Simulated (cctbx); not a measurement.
# NdZnTeO with cctbx, script by script

Library: cctbx 2025.11. The data are simulated by the first script.

## 1. Simulate the data

run.py:

```python
from cctbx import adptbx, crystal, miller, sgtbx, xray
from cctbx.array_family import flex
from iotbx.shelx import hklf
from scitbx import matrix
import scitbx.random

cs = crystal.symmetry(unit_cell=(4.172, 4.172, 9.558, 90, 90, 90), space_group_symbol='Hall: P 4ab 2ab -1ab')  # P4/nmm
atoms = [  # label, site, U (iso, or U11 U22 U33 U12 U13 U23 in A^2), occupancy
    ("Nd1", (0.5, 0, 0.6204), (0.0146, 0.0146, 0.0145, 0.0000, 0.0000, -0.0000), 1),
    ("Te1", (0, 0.5, 0.817), (0.0209, 0.0209, 0.0090, 0.0000, 0.0000, 0.0000), 1),
    ("Zn1", (0.5, 0.5, 0), (0.0288, 0.0288, 0.0220, -0.0000, 0.0000, 0.0000), 1),
    ("O1", (0.5, 0.5, 0.5), (0.0282, 0.0282, 0.0236, 0.0000, 0.0000, 0.0000), 1),
]
xs = xray.structure(crystal_symmetry=cs)
for label, site, u, occ in atoms:
    u = adptbx.u_cif_as_u_star(cs.unit_cell(), u) if isinstance(u, tuple) else u
    xs.add_scatterer(xray.scatterer(label, site=site, u=u, occupancy=occ))
xs.set_inelastic_form_factors(0.56087, "sasaki")
xs.show_summary()
p1 = xs.expand_to_p1()
ms = miller.build_set(p1, anomalous_flag=True, d_min=0.7)
flex.set_random_seed(663927)
scitbx.random.set_random_seed(663927)
ms = ms.select(flex.random_double(ms.size()) < 0.8)
i = ms.structure_factors_from_scatterers(p1, algorithm="direct").f_calc().as_intensity_array().data()
i = i * 40000 / flex.max(i)
sig = flex.sqrt(i + flex.pow2(0.03 * i) + 15 ** 2)
noise = scitbx.random.variate(scitbx.random.normal_distribution())(i.size())
data = ms.array(data=i + sig * noise, sigmas=sig).set_observation_type_xray_intensity()
with open("data.hkl", "w") as f:
    data.export_as_shelx_hklf(f)
print("reflections written:", data.size(), " <I/sigma> = %.1f" % flex.mean(data.data() / data.sigmas()))
for h, a, b in list(data.sort("data"))[:12]:
    print("%4d%4d%4d %9.1f %7.1f" % (h + (a, b)))
```

```console
$ python run.py
```

```text
Number of scatterers: 4
At special positions: 4
Unit cell: (4.172, 4.172, 9.558, 90, 90, 90)
Space group: P 4/n m m :1 (No. 129)
reflections written: 1594  <I/sigma> = 16.6
   0  -2   0   42848.7  1216.6
   2   0   0   40707.8  1216.6
  -2   0   0   38830.4  1216.6
   0   1   2   25598.3   764.0
   0  -1   2   25257.8   764.0
  -1   0  -2   24752.6   764.0
   0   1  -2   24729.0   764.0
   2  -2   0   24605.1   753.0
   2   2   0   24551.4   753.0
  -1   0   2   23964.5   764.0
  -2   2   0   23732.9   753.0
   0   0   5   22978.8   732.3
```

It took 0.24 s on 1 thread of Arm Neoverse V2, with other jobs on the host, peak memory 0.07 GiB.

## 2. Refinement (right model, isotropic)

run.py:

```python
import math
from cctbx import adptbx, crystal, maptbx, sgtbx, xray
from cctbx.array_family import flex
from cctbx.xray import observations
from iotbx.shelx import hklf
from scitbx.lstbx import normal_eqns_solving
from smtbx import absolute_structure, utils
from smtbx.refinement import constraints, least_squares

cs = crystal.symmetry(unit_cell=(4.172, 4.172, 9.558, 90, 90, 90), space_group_symbol='Hall: P 4ab 2ab -1ab')  # P4/nmm
atoms = [  # label, site, U (iso, or U11 U22 U33 U12 U13 U23 in A^2), occupancy
    ("Nd1", (0.5, 0, 0.6303), 0.0200, 1),
    ("Te1", (0, 0.5, 0.8231), 0.0200, 1),
    ("Zn1", (0.5, 0.5, 0), 0.0200, 1),
    ("O1", (0.5, 0.5, 0.5), 0.0200, 1),
]
xs = xray.structure(crystal_symmetry=cs)
for label, site, u, occ in atoms:
    u = adptbx.u_cif_as_u_star(cs.unit_cell(), u) if isinstance(u, tuple) else u
    xs.add_scatterer(xray.scatterer(label, site=site, u=u, occupancy=occ))
xs.set_inelastic_form_factors(0.56087, "sasaki")
raw = hklf.reader(file_name="data.hkl").as_miller_arrays(crystal_symmetry=cs, anomalous=True)[0]
merged = raw.eliminate_sys_absent().merge_equivalents()
fo2 = merged.array().set_observation_type_xray_intensity()
print("Rint %.3f, %d unique reflections to %.2f A" % (merged.r_int(), fo2.size(), fo2.d_min()))
for sc in xs.scatterers():
    sc.flags.set_grad_site(True)
    sc.flags.set_grad_u_aniso(sc.flags.use_u_aniso())
    sc.flags.set_grad_u_iso(sc.flags.use_u_iso())
obs = fo2.as_xray_observations()
extra = {}
rep = constraints.reparametrisation(xs, [], utils.connectivity_table(xs), **extra)
ls = least_squares.crystallographic_ls(obs, rep, weighting_scheme=least_squares.mainstream_shelx_weighting(a=0, b=0))
print("cycle     R1     wR2    GooF  max shift (A)")
for cycle in range(8):
    ls.build_up()
    r1, wr2, goof = ls.r1_factor(cutoff_factor=2)[0], ls.wR2(), ls.goof()
    old = xs.sites_cart()
    normal_eqns_solving.levenberg_marquardt_iterations(ls, n_max_iterations=3, tau=1e-06, step_threshold=1e-7)
    big = flex.max((xs.sites_cart() - old).norms())
    print("%4d %7.4f %7.4f %7.3f %9.5f" % (cycle + 1, r1, wr2, goof, big))
    ls.build_up(objective_only=True)
    if abs(ls.wR2() - wr2) < 5e-5 and big < 5e-4:
        break
ls.build_up()
print("final R1 %.4f wR2 %.4f GooF %.3f  parameters %d  data/parameter %.1f" % (ls.r1_factor(cutoff_factor=2)[0], ls.wR2(), ls.goof(), ls.n_parameters, fo2.size() / ls.n_parameters))
cov = ls.covariance_matrix_and_annotations()
su = dict(zip(cov.annotations, (math.sqrt(max(v, 0)) for v in cov.matrix.matrix_packed_u_diagonal())))
a2 = cs.unit_cell().reciprocal_parameters()[0] ** -2
print("atom        x        y        z      Ueq    occ   su(xyz)  su(Uiso or U11)")
for sc in xs.scatterers():
    s = max(su.get(sc.label + k, 0) for k in (".x", ".y", ".z"))
    npd = "" if sc.is_positive_definite_u(cs.unit_cell()) else "  NPD"
    print("%-5s %8.5f %8.5f %8.5f %8.4f %6.3f %8.5f %7.4f%s" % ((sc.label,) + sc.site + (sc.u_iso_or_equiv(cs.unit_cell()), sc.occupancy, s, su.get(sc.label + ".uiso", su.get(sc.label + ".u11", 0) * a2), npd)))
fo = fo2.f_sq_as_f()
fc = fo.structure_factors_from_scatterers(xs, algorithm="direct").f_calc()
diff = fo.f_obs_minus_f_calc(1 / math.sqrt(ls.scale_factor()), fc).average_bijvoet_mates()
m = diff.fft_map(symmetry_flags=maptbx.use_space_group_symmetry, resolution_factor=0.25).apply_volume_scaling()
print("difference map: max %.2f min %.2f rms %.2f" % (m.statistics().max(), m.statistics().min(), m.statistics().sigma()))
peaks = m.peak_search(parameters=maptbx.peak_search_parameters(min_distance_sym_equiv=0.6, max_clusters=6)).all()
near = xs.closest_distances(peaks.sites(), distance_cutoff=4)
sps = cs.special_position_settings(min_distance_sym_equiv=0.5)
for k, (x, h) in enumerate(zip(peaks.sites(), peaks.heights())):
    ss = sps.site_symmetry(x)
    print("Q%-3d %7.4f %7.4f %7.4f %4d %7.2f  %.2f A from %s" % ((k + 1,) + tuple(t % 1 for t in ss.exact_site()) + (ss.multiplicity(), h, near.smallest_distances[k], xs.scatterers()[near.i_seqs[k]].label)))
```

```console
$ python run.py
```

```text
Rint 0.028, 186 unique reflections to 0.70 A
cycle     R1     wR2    GooF  max shift (A)
   1  0.2500  0.5922  32.871   0.09611
   2  0.0384  0.1012   5.617   0.00052
   3  0.0384  0.1011   5.612   0.00000
final R1 0.0384 wR2 0.1011 GooF 5.612  parameters 6  data/parameter 31.0
atom        x        y        z      Ueq    occ   su(xyz)  su(Uiso or U11)
Nd1    0.50000  0.00000  0.62021   0.0148  1.000  0.00014  0.0004
Te1    0.00000  0.50000  0.81691   0.0169  1.000  0.00017  0.0004
Zn1    0.50000  0.50000  0.00000   0.0273  1.000  0.00000  0.0007
O1     0.50000  0.50000  0.50000   0.0275  1.000  0.00000  0.0039
difference map: max 4.39 min -8.55 rms 0.54
Q1    0.0000  0.3936  0.8172    8    4.59  0.44 A from Te1
Q2    0.0000  0.5000  0.9195    2    3.06  0.98 A from Te1
Q3    0.0000  0.5000  0.7147    2    2.83  0.98 A from Te1
Q4    0.0000  0.0000  0.0000    2    2.19  0.00 A from Zn1
Q5    0.0000  0.5000  0.6342    2    1.49  1.75 A from Te1
Q6    0.0000  0.5000  0.5700    2    1.27  1.82 A from Nd1
```

Time: 0.43 s.

Figures of merit this high mean that the model is still wrong or incomplete.

## 3. Refinement (right model, anisotropic)

run.py, as its changes from the last script of this kind:

```diff
@@ -12,4 +12,4 @@
-    ("Nd1", (0.5, 0, 0.6303), 0.0200, 1),
-    ("Te1", (0, 0.5, 0.8231), 0.0200, 1),
-    ("Zn1", (0.5, 0.5, 0), 0.0200, 1),
-    ("O1", (0.5, 0.5, 0.5), 0.0200, 1),
+    ("Nd1", (0.5, 0, 0.62021), 0.0148, 1),
+    ("Te1", (0, 0.5, 0.81691), 0.0169, 1),
+    ("Zn1", (0.5, 0.5, 0), 0.0273, 1),
+    ("O1", (0.5, 0.5, 0.5), 0.0275, 1),
@@ -21,0 +22 @@
+xs.convert_to_anisotropic()
```

```console
$ python run.py
```

```text
Rint 0.028, 186 unique reflections to 0.70 A
cycle     R1     wR2    GooF  max shift (A)
   1  0.0384  0.1011   5.676   0.00200
   2  0.0071  0.0162   0.907   0.00000
final R1 0.0071 wR2 0.0162 GooF 0.907  parameters 10  data/parameter 18.6
atom        x        y        z      Ueq    occ   su(xyz)  su(Uiso or U11)
Nd1    0.50000  0.00000  0.62042   0.0146  1.000  0.00002  0.0001
Te1    0.00000  0.50000  0.81701   0.0169  1.000  0.00003  0.0001
Zn1    0.50000  0.50000  0.00000   0.0265  1.000  0.00000  0.0002
O1     0.50000  0.50000  0.50000   0.0271  1.000  0.00000  0.0010
difference map: max 0.66 min -1.04 rms 0.14
Q1    0.0000  0.5000  0.2563    2    0.68  1.18 A from Nd1
Q2    0.0000  0.5000  0.6004    2    0.51  2.07 A from Te1
Q3    0.0000  0.0000  0.3360    4    0.50  1.57 A from O1
Q4    0.0000  0.0000  0.5000    2    0.49  0.00 A from O1
Q5    0.0000  0.5000  0.4044    2    0.49  0.24 A from Nd1
Q6    0.0000  0.0000  0.1723    4    0.44  1.65 A from Zn1
```

Time: 0.37 s.

## 4. Refinement

run.py, as its changes from the last script of this kind:

```diff
@@ -21 +21 @@
-xs.set_inelastic_form_factors(0.56087, "sasaki")
+xs.set_inelastic_form_factors(1.54184, "sasaki")
@@ -36 +36 @@
-for cycle in range(8):
+for cycle in range(12):
```

```console
$ python run.py
```

```text
Rint 0.028, 186 unique reflections to 0.70 A
cycle     R1     wR2    GooF  max shift (A)
   1  0.0678  0.1674   9.396   0.00258
   2  0.0245  0.0711   3.989   0.00002
final R1 0.0245 wR2 0.0711 GooF 3.989  parameters 10  data/parameter 18.6
atom        x        y        z      Ueq    occ   su(xyz)  su(Uiso or U11)
Nd1    0.50000  0.00000  0.62048   0.0142  1.000  0.00010  0.0003
Te1    0.00000  0.50000  0.81710   0.0200  1.000  0.00011  0.0004
Zn1    0.50000  0.50000  0.00000   0.0198  1.000  0.00000  0.0007
O1     0.50000  0.50000  0.50000   0.0299  1.000  0.00000  0.0046
difference map: max 3.38 min -2.59 rms 0.46
Q1    0.0000  0.5000  0.2468    2    3.41  1.27 A from Nd1
Q2    0.0000  0.5000  0.4001    2    3.13  0.20 A from Nd1
Q3    0.0000  0.0000  0.0000    2    2.42  0.00 A from Zn1
Q4    0.0000  0.0000  0.1829    4    2.14  1.75 A from Zn1
Q5    0.0000  0.5000  0.0041    2    1.97  1.79 A from Te1
Q6    0.0000  0.0000  0.5000    2    1.16  0.00 A from O1
```

Time: 0.4 s.

This run holds a fault made on purpose: dispersion terms of the wrong wavelength.

## 5. Refinement

run.py, as its changes from the last script of this kind:

```diff
@@ -15 +14,0 @@
-    ("O1", (0.5, 0.5, 0.5), 0.0275, 1),
@@ -21 +20 @@
-xs.set_inelastic_form_factors(1.54184, "sasaki")
+xs.set_inelastic_form_factors(0.56087, "sasaki")
```

```console
$ python run.py
```

```text
Rint 0.028, 186 unique reflections to 0.70 A
cycle     R1     wR2    GooF  max shift (A)
   1  0.0685  0.1589   8.868   0.00285
   2  0.0536  0.1197   6.680   0.00000
final R1 0.0536 wR2 0.1197 GooF 6.680  parameters 8  data/parameter 23.2
atom        x        y        z      Ueq    occ   su(xyz)  su(Uiso or U11)
Nd1    0.50000  0.00000  0.62051   0.0135  1.000  0.00016  0.0005
Te1    0.00000  0.50000  0.81690   0.0154  1.000  0.00018  0.0006
Zn1    0.50000  0.50000  0.00000   0.0266  1.000  0.00000  0.0012
difference map: max 17.05 min -2.29 rms 0.76
Q1    0.0000  0.0000  0.5000    2   17.05  2.38 A from Nd1
Q2    0.0000  0.5000  0.3961    2    3.80  0.16 A from Nd1
Q3    0.0000  0.0000  0.0000    2    3.40  0.00 A from Zn1
Q4    0.0000  0.5000  0.8445    2    2.40  0.26 A from Te1
Q5    0.0000  0.5000  0.7664    2    2.30  0.48 A from Te1
Q6    0.0000  0.5000  0.2469    2    1.99  1.27 A from Nd1
```

Time: 0.39 s.

This run holds a fault made on purpose: atom left out: O1.

## 6. Refinement

run.py, as its changes from the last script of this kind:

```diff
@@ -13 +13 @@
-    ("Te1", (0, 0.5, 0.81691), 0.0169, 1),
+    ("Sb1", (0, 0.5, 0.81691), 0.0169, 1),
@@ -14,0 +15 @@
+    ("O1", (0.5, 0.5, 0.5), 0.0275, 1),
```

```console
$ python run.py
```

```text
Rint 0.028, 186 unique reflections to 0.70 A
cycle     R1     wR2    GooF  max shift (A)
   1  0.0404  0.1060   5.953   0.00180
   2  0.0089  0.0209   1.171   0.00000
final R1 0.0089 wR2 0.0209 GooF 1.171  parameters 10  data/parameter 18.6
atom        x        y        z      Ueq    occ   su(xyz)  su(Uiso or U11)
Nd1    0.50000  0.00000  0.62040   0.0150  1.000  0.00003  0.0001
Sb1    0.00000  0.50000  0.81700   0.0161  1.000  0.00003  0.0001
Zn1    0.50000  0.50000  0.00000   0.0268  1.000  0.00000  0.0002
O1     0.50000  0.50000  0.50000   0.0271  1.000  0.00000  0.0013
difference map: max 0.62 min -1.01 rms 0.15
Q1    0.0000  0.5000  0.2577    2    0.65  1.17 A from Nd1
Q2    0.0000  0.5000  0.7736    2    0.60  0.41 A from Sb1
Q3    0.0000  0.5000  0.6016    2    0.55  2.06 A from Sb1
Q4    0.0963  0.4037  0.6851    8    0.52  1.38 A from Sb1
Q5    0.0000  0.0000  0.3389    4    0.50  1.54 A from O1
Q6    0.0000  0.1458  0.2661    8    0.48  1.83 A from Nd1
```

Run time: 0.36 s on 1 thread of Arm Neoverse V2, on a shared host, peak memory 0.09 GiB.

This run holds a fault made on purpose: wrong element: Sb1 is Te.

[Logs are printed without paths, hosts, clocks, repeated set-up lines and the standing remarks that a program may print on its own settings, such as how far it seeks lower states.]
